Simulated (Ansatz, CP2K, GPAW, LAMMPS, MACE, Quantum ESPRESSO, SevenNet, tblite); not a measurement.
**CP2K runs on amorphous Ge (66 atoms)**

How do the settings of CP2K change the result for amorphous Ge (66 atoms)? A plane-wave run serves as the yardstick.

Main program and level: CP2K 2026.2; the method is named at each step.

## (1) The starting structure

The cell holds 66 atoms: 66 Ge. Cell: a = 11.531 Å, b = 11.531 Å, c = 11.531 Å, α = 90.0°, β = 90.0°, γ = 90.0°. 66 atoms (66 Ge) placed at random at 5.19 g/cm³, melted at 3500 K for 10 ps at fixed volume with the Tersoff potential (Tersoff, Phys. Rev. B 39, 5566 (1989)). Quenched from 3500 K to 300 K at 5 K/ps and fixed volume, held 5 ps, then minimised at fixed cell.

The yardstick, on the same geometry:

* method: Kohn-Sham DFT, PBE, SSSP efficiency 1.3.0 pseudopotentials, plane waves (Quantum ESPRESSO 7.5); sssp-pbe-1.3.0-efficiency, cutoffs 45/360 Ry, Γ point
* r.m.s. force component: 0.2306 eV/Å
* longest force: 0.7477 eV/Å
* pressure: 2.79 GPa
* time: 6 min on 4 MPI ranks of Intel Xeon Platinum 8259CL at 2.50GHz (Skylake/Cascade Lake), shared host
* CPU time: 24 min

## (2) PBE, DZVP-UZH, 350/50 Ry, diagonalisation

Method: Kohn-Sham DFT, PBE, GTH-PBE pseudopotentials, Gaussian and plane waves, DZVP-MOLOPT (UZH set), diagonalisation.

input.inp

```
&GLOBAL
  PROJECT cell
  RUN_TYPE ENERGY_FORCE
  PRINT_LEVEL LOW
&END GLOBAL
&FORCE_EVAL
  METHOD QS
  STRESS_TENSOR ANALYTICAL
  &DFT
    BASIS_SET_FILE_NAME BASIS_MOLOPT_UZH
    POTENTIAL_FILE_NAME POTENTIAL_UZH
    &MGRID
      CUTOFF 350
      REL_CUTOFF 50
    &END MGRID
    &QS
      EPS_DEFAULT 1.0E-12
    &END QS
    &SCF
      SCF_GUESS ATOMIC
      EPS_SCF 5.0E-06
      MAX_SCF 200
      ADDED_MOS 29
      &DIAGONALIZATION
        ALGORITHM STANDARD
      &END DIAGONALIZATION
      &SMEAR ON
        METHOD FERMI_DIRAC
        ELECTRONIC_TEMPERATURE [K] 580
      &END SMEAR
      &MIXING
        METHOD BROYDEN_MIXING
        ALPHA 0.15
        NBROYDEN 12
      &END MIXING
      &PRINT
        &RESTART OFF
        &END RESTART
      &END PRINT
    &END SCF
    &XC
      &XC_FUNCTIONAL PBE
      &END XC_FUNCTIONAL
    &END XC
    &PRINT
      &MULLIKEN ON
      &END MULLIKEN
      &HIRSHFELD ON
        SHAPE_FUNCTION DENSITY
      &END HIRSHFELD
      &MO ON
        EIGENVALUES T
        OCCUPATION_NUMBERS T
        MO_INDEX_RANGE 121 144
        &EACH
          QS_SCF 0
        &END EACH
        ADD_LAST NUMERIC
      &END MO
    &END PRINT
  &END DFT
  &SUBSYS
    &CELL
      A 11.53150 0.00000 0.00000
      B 0.00000 11.53150 0.00000
      C 0.00000 0.00000 11.53150
    &END CELL
    &TOPOLOGY
      COORD_FILE_NAME structure.xyz
      COORD_FILE_FORMAT XYZ
    &END TOPOLOGY
    &KIND Ge
      BASIS_SET DZVP-MOLOPT-PBE-GTH-q4
      POTENTIAL GTH-PBE-q4
    &END KIND
  &END SUBSYS
  &PRINT
    &FORCES ON
    &END FORCES
    &STRESS_TENSOR ON
    &END STRESS_TENSOR
  &END PRINT
&END FORCE_EVAL
```

structure.xyz

```xyz
66

Ge 8.95479 7.46249 11.02677
Ge 5.30172 0.69177 1.13389
Ge 3.77945 4.35579 9.07379
Ge 8.16349 11.32774 3.66794
Ge 11.45458 5.76771 8.79138
Ge 2.11384 8.92423 8.53446
Ge 5.20474 6.58137 9.39552
Ge 1.53450 5.97251 0.48894
Ge 6.99778 6.42893 1.66019
Ge 4.41622 0.09721 7.66660
Ge 5.71317 0.37339 3.61132
Ge 0.48917 3.46452 3.43028
Ge 0.89438 7.52926 10.13561
Ge 4.04513 10.06608 3.99959
Ge 2.78590 11.07093 9.44845
Ge 4.02380 10.39841 11.51340
Ge 2.44918 3.86040 11.16906
Ge 10.83592 7.78296 3.22963
Ge 3.09563 3.25488 3.73851
Ge 8.94072 1.27515 1.84769
Ge 1.09642 2.41170 7.15299
Ge 5.14432 9.36081 6.19357
Ge 6.04896 3.21348 0.30455
Ge 3.75074 5.63913 3.93339
Ge 10.83223 9.12453 11.01385
Ge 6.60409 10.06908 8.40692
Ge 1.81863 4.67176 7.67491
Ge 7.87705 3.44642 2.00740
Ge 10.34283 11.02181 9.35389
Ge 8.46078 8.90912 3.23620
Ge 7.41787 8.81018 0.88746
Ge 2.48942 6.29424 5.92638
Ge 3.45541 6.69888 1.71047
Ge 8.43806 4.24936 8.61599
Ge 6.20003 6.07226 3.98298
Ge 10.12270 10.18185 7.06823
Ge 7.71065 6.61770 9.00749
Ge 0.22867 11.34146 3.25361
Ge 9.05776 4.16599 6.15263
Ge 7.97403 0.26834 9.60908
Ge 10.23778 4.26077 10.31031
Ge 3.88323 7.67064 7.46688
Ge 11.28484 5.58517 2.16815
Ge 10.07484 6.41417 6.83322
Ge 5.29976 2.41297 5.11976
Ge 7.04494 8.08324 5.11214
Ge 7.21872 3.94089 4.44193
Ge 3.01180 9.11507 1.84585
Ge 2.93119 1.43971 5.86965
Ge 11.36764 1.74103 1.76524
Ge 10.04428 0.25934 5.13832
Ge 6.94139 2.54154 9.48454
Ge 7.54714 11.34215 0.41675
Ge 10.82877 2.61027 5.50791
Ge 5.11999 2.53485 7.84684
Ge 0.30535 7.37532 5.43295
[... 6 atom lines left out ...]
Ge 1.97823 10.95527 4.92199
Ge 3.72329 2.71671 1.37963
Ge 0.75151 0.99817 9.22428
Ge 9.24988 5.28108 0.88112
```

The run is started by

```console
$ OMP_NUM_THREADS=2 cp2k.psmp -i input.inp > output.txt
```

Numbers of over 12 decimals in the logs are rounded to 6 here.

Output:

```text
CP2K| version string:                                       CP2K version 2026.2
 CP2K| Input file name                                                 input.inp
 GLOBAL| Basis set file name                                    BASIS_MOLOPT_UZH
 GLOBAL| Potential file name                                       POTENTIAL_UZH
 GLOBAL| Run type                                                   ENERGY_FORCE
 GLOBAL| Total number of message passing processes                             1
 GLOBAL| Number of threads for this process                                    2
 TOTAL NUMBERS AND MAXIMUM NUMBERS
  Total number of            - Atomic kinds:                                   1
                             - Atoms:                                         66
                             - Shell sets:                                    66
                             - Shells:                                       330
                             - Primitive Cartesian functions:                264
                             - Cartesian basis functions:                    924
                             - Spherical basis functions:                    858
  Maximum angular momentum of the orbital basis functions:                     2
 SCF PARAMETERS         Density guess:                                    ATOMIC
                        max_scf:                                             200
                        eps_scf:                                        5.00E-06
                        added MOs                                        29    0
                        Mixing method:                            BROYDEN_MIXING
                                                charge density mixing in g-space
                        Smear method:                                FERMI_DIRAC
                        Electronic temperature [K]:                        580.0
                        Electronic temperature [a.u.]:                  1.84E-03
                        Accuracy threshold:                             1.00E-10
 Extrapolation method: initial_guess
 Number of electrons:                                                        264
 Number of occupied orbitals:                                                132
 Number of molecular orbitals:                                               161
 Number of orbital functions:                                                858
 Number of independent orbital functions:                                    858
 SCF WAVEFUNCTION OPTIMIZATION
  Step     Update method      Time    Convergence         Total energy    Change
     1 NoMix/Diag. 0.15E+00    5.5     0.40548303      -263.0911434540 -2.63E+02
     2 Broy./Diag. 0.15E+00    7.6     0.02534693      -257.7485800777  5.34E+00
     3 Broy./Diag. 0.15E+00    8.4     0.09615952      -257.8852696768 -1.37E-01
     4 Broy./Diag. 0.15E+00    8.0     0.05471362      -258.7285450390 -8.43E-01
[...]
16 Broy./Diag. 0.15E+00   11.1     0.00000926      -258.7209703940 -1.27E-04
    17 Broy./Diag. 0.15E+00    9.8     0.00000382      -258.7209715511 -1.16E-06
  *** SCF run converged in    17 steps ***
  Electronic density on regular grids:       -263.9999999999        0.0000000001
  Core density on regular grids:              263.9999999990       -0.0000000010
  Total charge density on r-space grids:       -0.0000000009
  Total charge density g-space grids:          -0.0000000009
  Overlap energy of the core charge distribution:               3.95422e-07
  Self energy of the core charge distribution:               -551.199620
  Core Hamiltonian energy:                                    129.984065
  Hartree energy:                                             239.391999
  Exchange-correlation energy:                                -76.889292
  Electronic entropic energy:                                  -0.00812444
  Fermi energy:                                                 0.149370
  Total energy:                                              -258.720972
  Total energy (extrapolated to T->0):                       -258.716909
 MO| EIGENVALUES AND OCCUPATION NUMBERS
 MO|
 MO|  Index      Eigenvalue [a.u.]        Eigenvalue [eV]             Occupation
 MO|    121               0.116811               3.178590               2.000000
 MO|    122               0.119408               3.249252               2.000000
 MO|    123               0.122016               3.320218               1.999999
[...]
MO|    143               0.190816               5.192365               0.000000
 MO|    144               0.193345               5.261190               0.000000
 MO| Sum:                                                             264.000000
 MO| E(Fermi):            0.149370 a.u.          4.064562 eV
 !-----------------------------------------------------------------------------!
                     Mulliken Population Analysis
 #  Atom  Element  Kind  Atomic population                           Net charge
       1     Ge       1          4.057797                             -0.057797
       2     Ge       1          4.067802                             -0.067802
       3     Ge       1          3.966232                              0.033768
[...]
65     Ge       1          3.940862                              0.059138
      66     Ge       1          4.021814                             -0.021814
 # Total charge                            264.000000                  0.000000
 !-----------------------------------------------------------------------------!
 !-----------------------------------------------------------------------------!
                           Hirshfeld Charges
  #Atom  Element  Kind  Ref Charge     Population                    Net charge
      1       Ge     1       4.000          3.982                         0.018
      2       Ge     1       4.000          4.011                        -0.011
      3       Ge     1       4.000          3.988                         0.012
[...]
65       Ge     1       4.000          3.995                         0.005
     66       Ge     1       4.000          4.012                        -0.012
  Total Charge                                                           -0.000
 !-----------------------------------------------------------------------------!
 ENERGY| Total FORCE_EVAL ( QS ) energy [hartree]           -258.720909
 FORCES| Atomic forces [hartree/bohr]
 FORCES|   Atom     x               y               z               |f|
 FORCES|      1  3.59721049E-03  1.24711468E-03  2.33298904E-03   4.46520505E-03
 FORCES|      2 -5.53266010E-03  1.90339083E-03  6.42296812E-03   8.68836831E-03
 FORCES|      3  1.98000389E-03 -3.90458177E-03  9.66471272E-04   4.48332923E-03
[...]
FORCES|     65  4.60492515E-03 -2.93623542E-04 -2.86402289E-03   5.43085422E-03
 FORCES|     66  2.40533973E-03 -4.07455564E-03 -2.01365132E-03   5.14222273E-03
 FORCES| Sum    -7.22649324E-08 -1.04853989E-07 -1.44024795E-08
 FORCES| Total atomic force                                       1.28156197E-07
 STRESS| Analytical stress tensor [bar]
 STRESS|                        x                   y                   z
 STRESS|      x        4.43219533742E+04   2.56228364043E+03   2.75935946306E+03
 STRESS|      y        2.56228364043E+03   4.42798247158E+04   1.06385635679E+04
 STRESS|      z        2.75935946306E+03   1.06385635679E+04   2.01047721627E+04
 STRESS| 1/3 Trace                                             3.62355167509E+04
```

Elapsed: 3 min, on 2 threads of Intel Xeon Platinum 8259CL at 2.50GHz (Skylake/Cascade Lake), shared host; peak memory 2.2 GiB.

Banners, paths, timers and routine set-up lines are dropped from the logs unmarked, and long logs keep their key lines alone; longer cuts are marked.

Against the reference:

* r.m.s. force component: 0.2364 eV/Å
* r.m.s. difference of force components: 28.18 meV/Å
* longest difference of force vectors: 89.75 meV/Å
* force difference over r.m.s. force: 12.22 %
* slope of forces against the reference's: 1.018
* correlation of force components: 0.993
* pressure: 3.624 GPa
* pressure difference: 0.8339 GPa

A closer look about Ge64, whose charge lies farthest from its element's mean: 9 atoms, nearest first, numbered in the order of the input, with positions taken from that point.

```
atom      x      y      z  distance (Å)  bonds  Hirshfeld charge (e)     Fx     Fy  Fz (eV/Å)
Ge64   0.00   0.00   0.00          0.00      4                  0.04   0.32  -0.44      -0.02
Ge17  -1.27   1.14  -1.74          2.44      4                 -0.02   0.11  -0.12      -0.29
Ge19  -0.63   0.54   2.36          2.50      5                  0.01  -0.09  -0.26      -0.04
 Ge2   1.58  -2.02  -0.25          2.58      5                 -0.01  -0.28   0.10       0.33
Ge23   2.33   0.50  -1.08          2.61      5                 -0.01  -0.05   0.22      -0.10
Ge61   1.48   2.94  -1.16          3.49      4                  0.01  -0.20  -0.28      -0.44
Ge11   1.99  -2.34   2.23          3.80      4                  0.01   0.02   0.03      -0.04
Ge62  -3.33  -0.13  -1.91          3.84      4                  0.00  -0.30  -0.40       0.29
Ge24   0.03   2.92   2.55          3.88      4                  0.00   0.04   0.25      -0.28
```

Forces lie 12 % from the reference's, at 0.22 times its CPU time (on 2 against 4 cores).

## (3) PBE, TZV2P-UZH, 350/50 Ry, diagonalisation

Method: Kohn-Sham DFT, PBE, GTH-PBE pseudopotentials, Gaussian and plane waves, TZV2P-MOLOPT (UZH set), diagonalisation.

input.inp, as its differences from that of step 2:

```diff
@@ -72,3 +72,3 @@
     &KIND Ge
-      BASIS_SET DZVP-MOLOPT-PBE-GTH-q4
+      BASIS_SET TZV2P-MOLOPT-PBE-GTH-q4
       POTENTIAL GTH-PBE-q4
```

structure.xyz is that of step 2.

The run is started by

```console
$ OMP_NUM_THREADS=1 mpirun -np 4 cp2k.psmp -i input.inp > output.txt
```

Output:

```text
CP2K| version string:                                       CP2K version 2026.2
 CP2K| Input file name                                                 input.inp
 GLOBAL| Basis set file name                                    BASIS_MOLOPT_UZH
 GLOBAL| Potential file name                                       POTENTIAL_UZH
 GLOBAL| Run type                                                   ENERGY_FORCE
 GLOBAL| Total number of message passing processes                             4
 GLOBAL| Number of threads for this process                                    1
 TOTAL NUMBERS AND MAXIMUM NUMBERS
  Total number of            - Atomic kinds:                                   1
                             - Atoms:                                         66
[... lines left out ...]
                        Smear method:                                FERMI_DIRAC
[... lines left out ...]
 Number of electrons:                                                        264
[... lines left out ...]
  Step     Update method      Time    Convergence         Total energy    Change
[... lines left out ...]
  *** SCF run converged in    18 steps ***
[... lines left out ...]
  Fermi energy:                                                 0.148202
  Total energy:                                              -258.917305
  Total energy (extrapolated to T->0):                       -258.913269
[... lines left out ...]
 MO| E(Fermi):            0.148202 a.u.          4.032793 eV
[... lines left out ...]
 !-----------------------------------------------------------------------------!
 !-----------------------------------------------------------------------------!
                           Hirshfeld Charges
  #Atom  Element  Kind  Ref Charge     Population                    Net charge
      1       Ge     1       4.000          3.981                         0.019
      2       Ge     1       4.000          4.011                        -0.011
      3       Ge     1       4.000          3.987                         0.013
[...]
65       Ge     1       4.000          3.996                         0.004
     66       Ge     1       4.000          4.012                        -0.012
  Total Charge                                                           -0.000
 !-----------------------------------------------------------------------------!
 ENERGY| Total FORCE_EVAL ( QS ) energy [hartree]           -258.917226
 FORCES| Atomic forces [hartree/bohr]
 FORCES|   Atom     x               y               z               |f|
 FORCES|      1  3.56007177E-03  5.14358788E-04  2.50775101E-03   4.38491631E-03
 FORCES|      2 -5.01922032E-03  2.08280054E-03  6.64661433E-03   8.58534290E-03
 FORCES|      3  2.66960372E-03 -3.33984256E-03  1.71072734E-03   4.60520578E-03
[...]
FORCES|     65  4.80883257E-03 -5.36725959E-04 -3.48155592E-03   5.96105503E-03
 FORCES|     66  2.03989865E-03 -3.83722375E-03 -2.37581665E-03   4.95277472E-03
 FORCES| Sum    -2.43747414E-07  6.29458341E-08 -3.91509499E-07
 FORCES| Total atomic force                                       4.65461779E-07
 STRESS| Analytical stress tensor [bar]
 STRESS|                        x                   y                   z
 STRESS|      x        4.24408375357E+04   2.64977999492E+03   2.53179835828E+03
 STRESS|      y        2.64977999492E+03   4.24963017848E+04   1.05084085864E+04
 STRESS|      z        2.53179835828E+03   1.05084085864E+04   1.89178852484E+04
 STRESS| 1/3 Trace                                             3.46183415230E+04
```

Wall time 4.5 min (4 MPI ranks); peak memory 5 GiB.

Compared with the plane-wave run:

* r.m.s. force component: 0.236 eV/Å
* r.m.s. difference of force components: 12.52 meV/Å
* longest difference of force vectors: 47.42 meV/Å
* force difference over r.m.s. force: 5.43 %
* slope of forces against the reference's: 1.022
* correlation of force components: 0.9988
* pressure: 3.462 GPa
* pressure difference: 0.6721 GPa

Against the first run (12 %), the force difference from the reference is 5.4 %, at 3.4 times the CPU time (on 4 against 2 cores), with 1914 basis functions against 858: the larger basis brings the forces nearer.

[end of part 1 of 3]

[Also dropped from logs without a mark: logging warnings of Python, and SIESTA's first energy breakdown and zero terms.]

[Logs are printed without paths, hosts, clocks, repeated set-up lines and the standing remarks that a program may print on its own settings, such as how far it seeks lower states.]

[Hosts, paths, dates, database ids (printed as entryN), source tags and the programs' standing remarks are cut or masked in the printed files.]
